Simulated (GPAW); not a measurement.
# Dielectric function and optical constants of KBr

Wanted: where KBr starts to absorb, how strongly, and its refractive index.

Program: GPAW 26.7.0. Level of theory: DFT, PBE, plane-wave PAW (GPAW data sets), scalar-relativistic, RPA, optical limit. Results are calculated unless marked as measured.

## (1) Starting point

The structure is cubic, space group Fm-3m (No. 225). The conventional cell has a = 6.600 Å, b = 6.600 Å, c = 6.600 Å, α = 90.00°, β = 90.00°, γ = 90.00°. Br has 6 K at 3.30 Å nearest. K has 6 Br at 3.30 Å nearest. Farther neighbours and most contacts between anions are not listed.

Structure file:

```cif
data_structure
_symmetry_space_group_name_H-M 'P 1'
_symmetry_Int_Tables_number 1
_cell_length_a 4.6669
_cell_length_b 4.6669
_cell_length_c 4.6669
_cell_angle_alpha 60.000
_cell_angle_beta 60.000
_cell_angle_gamma 60.000
_cell_volume 71.87
loop_
_atom_site_label
_atom_site_type_symbol
_atom_site_fract_x
_atom_site_fract_y
_atom_site_fract_z
_atom_site_occupancy
Br1 Br 0.50000 0.50000 0.50000 1
K2 K 0.00000 0.00000 0.00000 1
```

## (2) Ground state

First the ground state: is it a metal or has it a gap?

This step: DFT, PBE, plane-wave PAW (GPAW data sets), scalar-relativistic, ground state (GPAW 26.7.0).

gs.py

```python
from ase import Atoms
from ase.dft.bandgap import bandgap
from gpaw import GPAW, PW, FermiDirac

atoms = Atoms(['Br', 'K'],
              cell=[[0.000000000000, 3.300000000000, 3.300000000000],
                    [3.300000000000, 0.000000000000, 3.300000000000],
                    [3.300000000000, 3.300000000000, 0.000000000000]],
              scaled_positions=[[0.500000000000, 0.500000000000, 0.500000000000],
                                [0.000000000000, 0.000000000000, 0.000000000000]],
              pbc=[True, True, True])
atoms.calc = GPAW(mode=PW(500), xc='PBE', kpts={'size': (6, 6, 6), 'gamma': True},
                  occupations=FermiDirac(0.05), maxiter=150, txt='gs.txt')
print('energy (eV)', atoms.get_potential_energy())
print('Fermi level (eV)', atoms.calc.get_fermi_level())
print('valence electrons', atoms.calc.get_number_of_electrons())
print('gap (eV)', bandgap(atoms.calc, output=None)[0])
print('direct gap (eV)', bandgap(atoms.calc, direct=True, output=None)[0])
atoms.calc.write('gs.gpw')
```

Launch:

```console
$ OMP_NUM_THREADS=1 python gs.py
```

Numbers of over 12 decimals in the logs are rounded to 6 here.

Output:

```text
__  _  _
 | _ |_)|_||  |
 |__||  | ||/\| - 26.7.0

Versions:
  Python: 3.12.14
  ASE:    3.29.0
  Numpy:  2.5.5
  Scipy:  1.18.1
  Libxc:  7.0.0

Input parameters:
  mode=PW(ecut=500.0),
  kpts=MonkhorstPack(size=(6, 6, 6), gamma=True),
  maxiter=150,
  occupations=Occupations(name='fermi-dirac', width=0.05, fixmagmom=False),
  xc=XC(name='PBE')

Diagonalizing LCAO Hamiltonian
Converting LCAO to pw mode

                 Br

       K

Atoms  # Å, Bohr magnetons
|   | symbol |        x |        y |        z |    initial magnetic moments |
| 0 |     Br | 3.300000 | 3.300000 | 3.300000 | ( 0.0000,  0.0000,  0.0000) |
| 1 |      K | 0.000000 | 0.000000 | 0.000000 | ( 0.0000,  0.0000,  0.0000) |

Unit cell  # Å
| periodic |        x |        y |        z |  lengths |    angles |
|      yes | 0.000000 | 3.300000 | 3.300000 | 4.666905 | 60.000000 |
|      yes | 3.300000 | 0.000000 | 3.300000 | 4.666905 | 60.000000 |
|      yes | 3.300000 | 3.300000 | 0.000000 | 4.666905 | 60.000000 |

Number of symmetries: 48
Symmetry operations  # r_c * U_cc + t_c -> r_c
|    | kind |            matrix            |
|  0 |  σ   |  1, 0, 0,  1, 0,-1,  1,-1, 0 |
|  1 |  C2  |  1, 0, 0,  1,-1, 0,  1, 0,-1 |
|  2 |  E   |  1, 0, 0,  0, 1, 0,  0, 0, 1 |
|  3 |  σ   |  1, 0, 0,  0, 0, 1,  0, 1, 0 |
|  4 |  C4  |  1, 0,-1,  1, 0, 0,  1,-1, 0 |
|  5 |  S6  |  1, 0,-1,  1,-1, 0,  1, 0, 0 |
|  6 |  σ   |  1, 0,-1,  0, 1,-1,  0, 0,-1 |
|  7 |  C3  |  1, 0,-1,  0, 0,-1,  0, 1,-1 |
|  8 |  S6  |  1,-1, 0,  1, 0, 0,  1, 0,-1 |
|  9 |  C4  |  1,-1, 0,  1, 0,-1,  1, 0, 0 |
| 10 |  C3  |  1,-1, 0,  0,-1, 1,  0,-1, 0 |
| 11 |  σ   |  1,-1, 0,  0,-1, 0,  0,-1, 1 |
| 12 |  σ   |  0, 1, 0,  1, 0, 0,  0, 0, 1 |
| 13 |  C4  |  0, 1, 0,  0, 1,-1, -1, 1, 0 |
| 14 |  C3  |  0, 1, 0,  0, 0, 1,  1, 0, 0 |
| 15 |  S6  |  0, 1, 0, -1, 1, 0,  0, 1,-1 |
| 16 |  C2  |  0, 1,-1,  1, 0,-1,  0, 0,-1 |
| 17 |  σ   |  0, 1,-1,  0, 1, 0, -1, 1, 0 |
| 18 |  S4  |  0, 1,-1,  0, 0,-1,  1, 0,-1 |
| 19 |  C4  |  0, 1,-1, -1, 1, 0,  0, 1, 0 |
| 20 |  C3  |  0, 0, 1,  1, 0, 0,  0, 1, 0 |
| 21 |  σ   |  0, 0, 1,  0, 1, 0,  1, 0, 0 |
| 22 |  S6  |  0, 0, 1,  0,-1, 1, -1, 0, 1 |
| 23 |  C4  |  0, 0, 1, -1, 0, 1,  0,-1, 1 |
| 24 |  S4  |  0, 0,-1,  1, 0,-1,  0, 1,-1 |
| 25 |  C3  |  0, 0,-1,  0, 1,-1,  1, 0,-1 |
| 26 |  C2  |  0, 0,-1,  0,-1, 0, -1, 0, 0 |
| 27 |  S6  |  0, 0,-1, -1, 0, 0,  0,-1, 0 |
| 28 |  S4  |  0,-1, 1,  1,-1, 0,  0,-1, 0 |
| 29 |  C4  |  0,-1, 1,  0, 0, 1, -1, 0, 1 |
| 30 |  C2  |  0,-1, 1,  0,-1, 0,  1,-1, 0 |
| 31 |  σ   |  0,-1, 1, -1, 0, 1,  0, 0, 1 |
| 32 |  C3  |  0,-1, 0,  1,-1, 0,  0,-1, 1 |
| 33 |  S6  |  0,-1, 0,  0, 0,-1, -1, 0, 0 |
| 34 |  S4  |  0,-1, 0,  0,-1, 1,  1,-1, 0 |
| 35 |  C2  |  0,-1, 0, -1, 0, 0,  0, 0,-1 |
| 36 |  C2  | -1, 1, 0,  0, 1, 0,  0, 1,-1 |
| 37 |  S6  | -1, 1, 0,  0, 1,-1,  0, 1, 0 |
| 38 |  S4  | -1, 1, 0, -1, 0, 1, -1, 0, 0 |
| 39 |  C3  | -1, 1, 0, -1, 0, 0, -1, 0, 1 |
| 40 |  S6  | -1, 0, 1,  0, 0, 1,  0,-1, 1 |
| 41 |  C2  | -1, 0, 1,  0,-1, 1,  0, 0, 1 |
| 42 |  C3  | -1, 0, 1, -1, 1, 0, -1, 0, 0 |
| 43 |  S4  | -1, 0, 1, -1, 0, 0, -1, 1, 0 |
| 44 |  C2  | -1, 0, 0,  0, 0,-1,  0,-1, 0 |
| 45 |  i   | -1, 0, 0,  0,-1, 0,  0, 0,-1 |
| 46 |  σ   | -1, 0, 0, -1, 1, 0, -1, 0, 1 |
| 47 |  C2  | -1, 0, 0, -1, 0, 1, -1, 1, 0 |

BZ-sampling:
  Number of BZ points: 216
  Number of IBZ points: 16

  Monkhorst-Pack size: [6, 6, 6]
  Monkhorst-Pack shift: [0.083333, 0.083333, 0.083333]

K-points  # in reciprocal-cell coordinates
|     |                                coordinates |     weight |
|   0 | (  0.00000000,   0.00000000,   0.00000000) | 0.00462963 |
|   1 | (  0.16666667,   0.16666667,   0.00000000) | 0.02777778 |
|   2 | (  0.16666667,   0.16666667,   0.16666667) | 0.03703704 |
|   3 | (  0.33333333,   0.16666667,   0.16666667) | 0.05555556 |
|   4 | (  0.33333333,   0.33333333,  -0.33333333) | 0.05555556 |
|   5 | (  0.33333333,   0.33333333,   0.00000000) | 0.02777778 |
|   6 | (  0.33333333,   0.33333333,   0.16666667) | 0.11111111 |
|   7 | (  0.33333333,   0.33333333,   0.33333333) | 0.03703704 |
|   8 | (  0.50000000,   0.33333333,  -0.33333333) | 0.11111111 |
|   9 | (  0.50000000,   0.33333333,  -0.16666667) | 0.05555556 |
| ... |                                            |            |
|  15 | (  0.50000000,   0.50000000,   0.50000000) | 0.01851852 |

Plane wave coefficients: 1853
Cutoff: 500.0 eV

Spin-components: 1 (collinear spins)
Bands:           9
Projectors:      10
Spin-degeneracy: 2
Datatype:        complex128

Parallelization:
  kpt:    1
  domain: 1
  band:   1

Density:
  Valence electrons: 16.0
  Components: 1
  Grid points: [25 25 25]
  Charge: 0.0  # |e|

Potential:
  Grid points: [25 25 25]

species:
  Br:
    name:    Bromine
    id:
    Z:       35.0
    valence: 7
    core:    28
    charge:  0.0  # [|e|]
    compensation charges:
      type: gauss
      rc: 0.35  # [Å]
      lmax: 2
    cutoffs:
      filter: 1.98  # [Å]
      core: 2.38  # [Å]
    projectors
    | kind |    occ | energy [eV] | rcut [Å] |
    |   4s |  2.000 |     -20.121 |    1.111 |
    |   4p |  5.000 |      -7.861 |    1.111 |
    |    s |        |       7.091 |    1.111 |
    |    p |        |      19.351 |    1.111 |
    |    d |        |       0.000 |    1.111 |

    Using partial waves for Br as LCAO basis

  K:
    name:    Potassium
    id:
    Z:       19.0
    valence: 9
    core:    10
    charge:  0.0  # [|e|]
    compensation charges:
      type: gauss
      rc: 0.35  # [Å]
      lmax: 2
    cutoffs:
      filter: 1.91  # [Å]
      core: 1.27  # [Å]
    projectors
    | kind |    occ | energy [eV] | rcut [Å] |
    |   3s |  2.000 |     -35.338 |    1.122 |
    |   4s |  1.000 |      -2.319 |    1.122 |
    |   3p |  6.000 |     -18.813 |    1.106 |
    |    p |        |       8.398 |    1.106 |
    |    d |        |       0.000 |    0.937 |

    Using partial waves for K as LCAO basis

Reference energy: -87284.500948  # eV

eigensolver:
  PPCG
  Converge bands: occupied
  niter=2

density mixing:
  MSR1-Mixer
  Pratt-step length: 0.05
  Maximum mixing coefficient: 0.75
  Old densities: 10
  SVD Regularization: 0.005
  Good broyden scale: 1.0
  Trust region scale: 1.0
  Backstep threshold: 4.0
  History deletion threshold: 6.0
  Fourier metric: weight=20.0, sigma=0.015

occupation numbers:
  Fermi-Dirac:
    width: 0.0500  # eV

poisson solver:
  ecut: 4000.0  # eV

xc functional:
  name: PBE with 2 nearest neighbor stencil

convergence criteria:
- Maximum [total energy] change in last 3 cyles: 0.0005 eV / valence electron
- Maximum integral of absolute [dens]ity change: 0.0001 electrons / valence electron
- Maximum integral of absolute [eigenst]ate change: 4e-08 eV^2 / valence electron
maximum number of iterations: 150

SCF iterations
|iter     |      energy | eigst |  dens |
|iter:   1||   -6.500291 | -0.31 |       |
|iter:   2||   -6.477626 | -2.24 | -1.32 |
|iter:   3||   -6.371725 | -1.52 | -1.35 |
|iter:   4||   -6.370980 | -2.78 | -1.68 |
|iter:   5||   -6.373576c| -3.76 | -2.02 |
|iter:   6||   -6.373882c| -4.91 | -2.62 |
|iter:   7||   -6.373894c| -6.18 | -3.49 |
|iter:   8||   -6.373896c| -6.96 | -3.88 |
|iter:   9||   -6.373896c| -7.61c| -4.94c|

Converged in 9 steps
SCF loop duration: 4.191 s (0.466 s/step)
Energy contributions relative to reference atoms: (reference = -87284.500948)

Energy contributions:
  Kinetic:           5.060107
  Coulomb:          -4.293911
  Zero:             -0.665750
  External:          0.000000
  Xc:               -6.474342
  Entropy:          -0.000000
  Spinorbit:         0.000000
  ----------------------------
  Free energy:      -6.373896
  Extrapolated:     -6.373896

dipole moment: (-24.049954, -24.049954, -24.049954)  # |e|*Ang

Fermi level: 1.611
Eigenvalues  # (at kpt = [0.000, 0.000, 0.000])
| band index |      eig [eV] | occ [0-2] |
|          0 |       -27.949 |     2.000 |
|          1 |       -12.477 |     2.000 |
|          2 |       -11.459 |     2.000 |
|          3 |       -11.459 |     2.000 |
|          4 |       -11.459 |     2.000 |
|          5 |        -0.198 |     2.000 |
|          6 |        -0.198 |     2.000 |
|          7 |        -0.198 |     2.000 |
|          8 |         4.243 |     0.000 |

Gap: 4.442 eV
Transition (v -> c):
  (s=0, k=0, n=7, [0.00, 0.00, 0.00]) -> (s=0, k=0, n=8, [0.00, 0.00, 0.00])
No difference between direct/indirect transitions

--- standard output ---
energy (eV) -6.373896
Fermi level (eV) 1.611151
valence electrons 16.0
gap (eV) 4.441543
direct gap (eV) 4.441543
```

The job ended after 5.7 s (1 thread of Arm Neoverse V1, shared host; peak memory 0.14 GiB).

Numbers from this step:

* energy: -6.374 eV
* Fermi energy: 1.611 eV
* gap on the k-mesh: 4.442 eV
* direct gap on the mesh: 4.442 eV
* electrons: 16

There is a gap, 4.44 eV on this mesh (points off the mesh can give less), so no carriers' term is needed.

## (3) Bands for the response

The response needs many more empty bands than the density does.

This step: DFT, PBE, plane-wave PAW (GPAW data sets), scalar-relativistic, bands at fixed density (GPAW 26.7.0).

nscf.py

```python
from ase.dft.bandgap import bandgap
from gpaw import GPAW, FermiDirac

calc = GPAW('gs.gpw').fixed_density(kpts={'size': (9, 9, 9), 'gamma': True}, nbands=49, convergence={'bands': 43},
                                    occupations=FermiDirac(0.001), txt='nscf.txt')
print('gap (eV)', bandgap(calc, output=None)[0])
print('direct gap (eV)', bandgap(calc, direct=True, output=None)[0])
print('top band over the Fermi level (eV)', min(calc.get_eigenvalues(kpt=k)[42] for k in range(len(calc.get_ibz_k_points()))) - calc.get_fermi_level())
calc.write('full.gpw', mode='all')
```

Launch:

```console
$ OMP_NUM_THREADS=1 python nscf.py
```

Output:

```text
Diagonalizing LCAO Hamiltonian
Converting LCAO to pw mode
convergence criteria:
- Maximum integral of absolute [eigenst]ate change: 4e-08 eV^2 / valence electron
maximum number of iterations: 150

SCF iterations
|iter     |      energy | eigst |  dens |
|iter:   1||             | +3.82 |       |
|iter:   2||             | +2.50 |       |
|iter:   3||             | +1.43 |       |
|iter:   4||             | +0.20 |       |
|iter:   5||             | -0.89 |       |
|iter:   6||             | -1.89 |       |
|iter:   7||             | -2.83 |       |
|iter:   8||             | -3.66 |       |
|iter:   9||             | -4.33 |       |
|iter:  10||             | -4.81 |       |
|iter:  11||             | -5.24 |       |
|iter:  12||             | -5.61 |       |
|iter:  13||             | -5.97 |       |
|iter:  14||             | -6.25 |       |
|iter:  15||             | -6.61 |       |
|iter:  16||             | -6.98 |       |
|iter:  17||             | -7.23 |       |
|iter:  18||             | -7.40c|       |
SCF steps: 18
  __  _  _
 | _ |_)|_||  |
 |__||  | ||/\| - 26.7.0

Versions:
  Python: 3.12.14
  ASE:    3.29.0
  Numpy:  2.5.5
  Scipy:  1.18.1
  Libxc:  7.0.0

Input parameters:
  mode=PW(ecut=500.0),
  convergence={'bands': 43},
  gpts=array([25, 25, 25]),
  kpts=MonkhorstPack(size=(9, 9, 9), gamma=True),
  maxiter=150,
  nbands=49,
  occupations=Occupations(name='fermi-dirac', width=0.001, fixmagmom=False),
  parallel={},
  xc=XC(name='PBE')

--- standard output ---
gap (eV) 4.441543
direct gap (eV) 4.441543
top band over the Fermi level (eV) 30.124211
```

Wall time 76 s (1 thread); peak memory 0.21 GiB.

(Part 1 of 2 ends here.)

[Machine, clock and banner lines and Python warnings are left out of the logs.]

[Logs are printed without paths, hosts, clocks, repeated set-up lines and the standing remarks that a program may print on its own settings, such as how far it seeks lower states.]

[Hosts, paths, dates, database ids (printed as entryN), source tags and the programs' standing remarks are cut or masked in the printed files.]
